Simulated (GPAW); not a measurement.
# Mo: optical spectrum from first principles, part 2 of 2

Aim: the dielectric function of Mo, and the optical constants that follow from it.

GPAW 26.7.0; DFT, PBE, plane-wave PAW (GPAW data sets), scalar-relativistic, RPA, optical limit.

So far. Step 2 (Ground state): There are states at the Fermi level within the smearing, so the occupations stay smeared and the carriers get a Drude term.

### 4. Dielectric function, RPA (continued)

Values under 1 per cm are given as 1; sum at mesh points, not converged in k. Absorption coefficient, E ∥ x against photon energy:

photon energy (eV), log10 absorption coefficient, E ∥ x (1/cm) and a bar from the least value:
```
     1.01        5.7 ###############
     1.99        5.8 #################
     3.02        6.0 #####################
     3.98        6.2 ##########################
     4.98        6.3 #############################
     6.02        6.3 ############################
     6.99        6.2 ###########################
     8.03        6.2 ############################
     9.02        6.2 ##########################
    10.03        6.0 #######################
    11.03        5.8 ##################
    12.02        6.1 #########################
    13.00        6.2 ##########################
    14.04        6.2 ###########################
    14.96        6.2 ##########################
    16.03        6.2 ###########################
    16.96        6.3 #############################
    18.05        6.3 ##############################
    18.97        6.3 ##############################
    20.06        6.2 ###########################
    20.95        6.1 #########################
    22.02        6.0 #######################
    23.01        6.0 #######################
    24.04        5.8 ################
    24.97        5.6 #############
    25.94        5.6 ###########
    26.95        5.5 #########
    28.00        5.4 ########
    28.92        5.2 ###
    30.07        5.2 ###
    31.07        5.3 ####
    31.90        5.3 ####
    32.98        5.1 
    34.10        5.2 ##
    35.03        5.5 #########
    36.00        5.8 #################
```

Sum at mesh points, not converged in k. Im ε, E ∥ x against photon energy; read off at these points:

| photon energy (eV) | without local fields | with local fields |
| --- | --- | --- |
| 1.0 | 17.8 | 17.8 |
| 2.0 | 24.1 | 24.1 |
| 2.3 | 26.1 | 26.1 |
| 3.0 | 21.1 | 21.2 |
| 4.0 | 23.1 | 23.2 |
| 4.2 | 23.5 | 23.6 |
| 5.0 | 12.9 | 12.9 |
| 6.0 | 6.16 | 6.14 |
| 7.0 | 3.83 | 3.81 |
| 8.0 | 2.25 | 2.23 |
| 9.0 | 1.19 | 1.18 |
| 10.0 | 0.878 | 0.867 |
| 11.0 | 1.08 | 1.08 |
| 12.0 | 2.53 | 2.57 |
| 13.0 | 2.22 | 2.28 |
| 14.0 | 1.95 | 2.01 |
| 15.0 | 1.63 | 1.63 |
| 16.0 | 2.06 | 1.88 |
| 17.0 | 2.31 | 2.04 |
| 18.0 | 1.83 | 1.68 |
| 19.0 | 0.841 | 0.800 |
| 20.0 | 0.564 | 0.520 |
| 21.0 | 0.526 | 0.491 |
| 22.0 | 0.437 | 0.407 |
| 23.0 | 0.397 | 0.366 |
| 24.0 | 0.235 | 0.202 |
| 25.0 | 0.215 | 0.176 |
| 26.0 | 0.223 | 0.166 |
| 27.0 | 0.196 | 0.143 |
| 28.0 | 0.183 | 0.137 |
| 29.0 | 0.135 | 0.0893 |
| 30.0 | 0.137 | 0.0972 |
| 31.0 | 0.172 | 0.107 |
| 32.0 | 0.179 | 0.107 |
| 33.0 | 0.166 | 0.0738 |
| 34.0 | 0.242 | 0.0874 |
| 35.0 | 1.03 | 0.177 |
| 36.0 | 2.46 | 0.371 |

The loss function −Im 1/ε at q → 0, E ∥ x has structure finer than the step of the table below, so its rows give means over 1 eV, whole bins alone (the curve runs from 0.305 to 36 eV). Peaks (eV: height): 10.7: 1.09, 23.7: 4.15.

Sum at mesh points, not converged in k. Loss function −Im 1/ε at q → 0, E ∥ x against energy loss; means over each step:

| energy loss (eV) | loss function −Im 1/ε at q → 0, E ∥ x |
| --- | --- |
| 1 | 0.0240 |
| 2 | 0.0403 |
| 3 | 0.0462 |
| 4 | 0.0432 |
| 5 | 0.0464 |
| 6 | 0.0600 |
| 7 | 0.0955 |
| 8 | 0.103 |
| 9 | 0.181 |
| 10 | 0.539 |
| 11 | 0.785 |
| 12 | 0.395 |
| 13 | 0.411 |
| 14 | 0.491 |
| 15 | 0.592 |
| 16 | 0.555 |
| 17 | 0.490 |
| 18 | 0.479 |
| 19 | 0.528 |
| 20 | 1.08 |
| 21 | 1.71 |
| 22 | 2.27 |
| 23 | 2.86 |
| 24 | 3.53 |
| 25 | 1.80 |
| 26 | 1.03 |
| 27 | 0.626 |
| 28 | 0.445 |
| 29 | 0.246 |
| 30 | 0.196 |
| 31 | 0.174 |
| 32 | 0.151 |
| 33 | 0.0917 |
| 34 | 0.0789 |
| 35 | 0.121 |

Sum at mesh points, not converged in k. Reflectivity at normal incidence, E ∥ x against photon energy; read off at these points:

photon energy (eV), reflectivity at normal incidence, E ∥ x (%) and a bar:
```
      1.0       80.1 ##############################
      2.0       53.4 ####################
      3.0       53.1 ####################
      4.0       57.4 ######################
      5.0       67.0 #########################
      6.0       69.1 ##########################
      6.3       69.4 ##########################
      7.0       61.9 #######################
      8.0       68.8 ##########################
      9.0       65.7 #########################
     10.0       49.2 ##################
     11.0        9.6 ####
     12.0       20.0 #######
     13.0       24.2 #########
     13.6       26.8 ##########
     14.0       25.8 ##########
     15.0       22.7 ########
     16.0       19.4 #######
     17.0       25.0 #########
     18.0       33.0 ############
     19.0       50.2 ###################
     20.0       43.3 ################
     21.0       30.8 ############
     22.0       27.5 ##########
     23.0       27.3 ##########
     23.2       28.0 ##########
     24.0       19.1 #######
     25.0       10.0 ####
     26.0        6.2 ##
     27.0        4.0 #
     28.0        2.7 #
     29.0        1.5 #
     30.0        0.9 
     31.0        0.5 
     32.0        0.3 
     33.0        0.1 
     34.0        0.1 
     35.0        0.4 
     36.0        0.9
```

At chosen wavelengths:

| wavelength (nm) | n | k | R (%) | 1/α |
| --- | --- | --- | --- | --- |
| 1550 | 1.40 | 7.524 | 91.0 | 16 nm |
| 1064 | 2.36 | 4.005 | 65.5 | 21 nm |
| 532 | 3.82 | 3.403 | 56.1 | 12 nm |
| 405 | 3.39 | 3.123 | 53.3 | 10 nm |
| 365 | 3.40 | 3.142 | 53.5 | 9.2 nm |
| 248 | 1.75 | 3.694 | 67.0 | 5.3 nm |
| 193 | 0.83 | 2.720 | 69.1 | 5.6 nm |

In reflection the computed colour is light grey: x = 0.311, y = 0.332, luminous reflectivity 55 %.

### 5. What came out

| Quantity | Value |
| --- | --- |
| centre of weight of the strongest loss peak in the window, first axis | 23.5 eV |

**Reading.** At this level (PBE, RPA) Mo is a metal. The mesh is too coarse to trust the carriers' weight, the reflectivity or the colour to better than tens of per cent. In reflection the computed colour is light grey: x = 0.311, y = 0.332, luminous reflectivity 55 %. The carriers' damping of 0.05 eV is typed, not computed; it shapes the response at the lowest energies. In this version of GPAW the matrix elements of the optical limit are incomplete, which can lower ε − 1 by up to a tenth where first-row anions or d states rule, and shift it by more in d metals. GPAW's carrier term has the form −ωp²/(ω + i·rate)², which damps like twice the rate and fails at low energy, so the curves leave the lowest energies out. The sum runs over mesh points 0.13 Å⁻¹ apart with no interpolation, so peaks are partly noise of the mesh, and the Drude plasma energy, a sum over the Fermi surface, isn't converged.

[Machine, clock and banner lines and Python warnings are left out of the logs.]

[Logs are printed without paths, hosts, clocks, repeated set-up lines and the standing remarks that a program may print on its own settings, such as how far it seeks lower states.]

[Hosts, paths, dates, database ids (printed as entryN), source tags and the programs' standing remarks are cut or masked in the printed files.]
